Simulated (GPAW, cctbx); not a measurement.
# BeCrAs: what bonding does to one electron reflection, worked out

BeCrAs, P-62m (no. 189), a = 6.1119 Å, b = 6.1119 Å, c = 3.3946 Å, α = 90.00°, β = 90.00°, γ = 120.00°.

| atom | mult. | x | y | z |
| --- | --- | --- | --- | --- |
| As1 | 2 | 2/3 | 1/3 | 0 |
| As2 | 1 | 0 | 0 | 1/2 |
| Cr1 | 3 | 0 | 0.6052 | 1/2 |
| Be1 | 3 | 0 | 0.2640 | 0 |

The start was made by putting kin elements into a known structure type; the compound need not exist, or be stable, in this form.

A DFT run (GPAW, PBE, 450 eV, 7×5×5 k-points (along the axes of the calculation cell), Fermi–Dirac width 0.1 eV, spin-polarised) gives the static X-ray structure factor of 001 as 23.675 e for the conventional cell; superposed free atoms give 24.087 e. **Problem.** Find the Fourier component V of the crystal potential and the two-beam extinction distance at 300 kV in both cases.

### 1. Geometry

The cell volume is Ω = 109.82 Å³ and d(001) = 3.3946 Å, so g = 1/d = 0.2946 Å⁻¹.

### 2. The nuclei

Electrons feel nuclei as well as electrons, so the nuclear charges are summed with the same phases.

Phase sums Σ exp(2πi h·x), turned so that the total is real and positive: As -1.000, Cr +3.000, Be -3.000. Then F_Z = 33 × (-1.000) + 24 × (+3.000) + 4 × (-3.000) = 27.00 e. The electron term has the same sign for this reflection.

### 3. Mott–Bethe

Poisson's equation, term by term, gives V = (e/4πε₀)(F_Z − F)/(πΩg²), with e/4πε₀ = 14.3996 V Å.

The prefactor is 14.3996 × 3.3946²/(π × 109.82) = 0.48095 V per electron. Free atoms: (27.00 − 24.087) × 0.48095 = 1.401 V. Crystal: (27.00 − 23.675) × 0.48095 = 1.599 V. F changes by -1.71 % and V by +14.1 %: the same 0.41 e is measured against F_Z − F = 2.9 e in place of F = 24.1 e.

### 4. Extinction distance

In the two-beam case ξ = 1/(λU) with U = 2γm₀eV/h², that is ξ = 150.41 V Å²/(γλV).

At 300 kV, λ = 0.01969 Å and γ = 1.5871. Free atoms: ξ = 3436 Å. Crystal: ξ = 3010 Å. The thickness fringes go as sin²(πt/ξ), so the two patterns slip by a quarter of a period when t|1/ξ₁ − 1/ξ₀| = 1/4, at t ≈ 607 nm. Thermal motion, absorption and many-beam coupling, left out here, change a real pattern.

### 5. Answer

V(001) is 1.60 V against 1.40 V, and ξ is 3010 against 3436 Å. Limits: static atoms, two beams; a ferromagnetic start is the only order tried, and the real ground state may be antiferromagnetic or insulating.
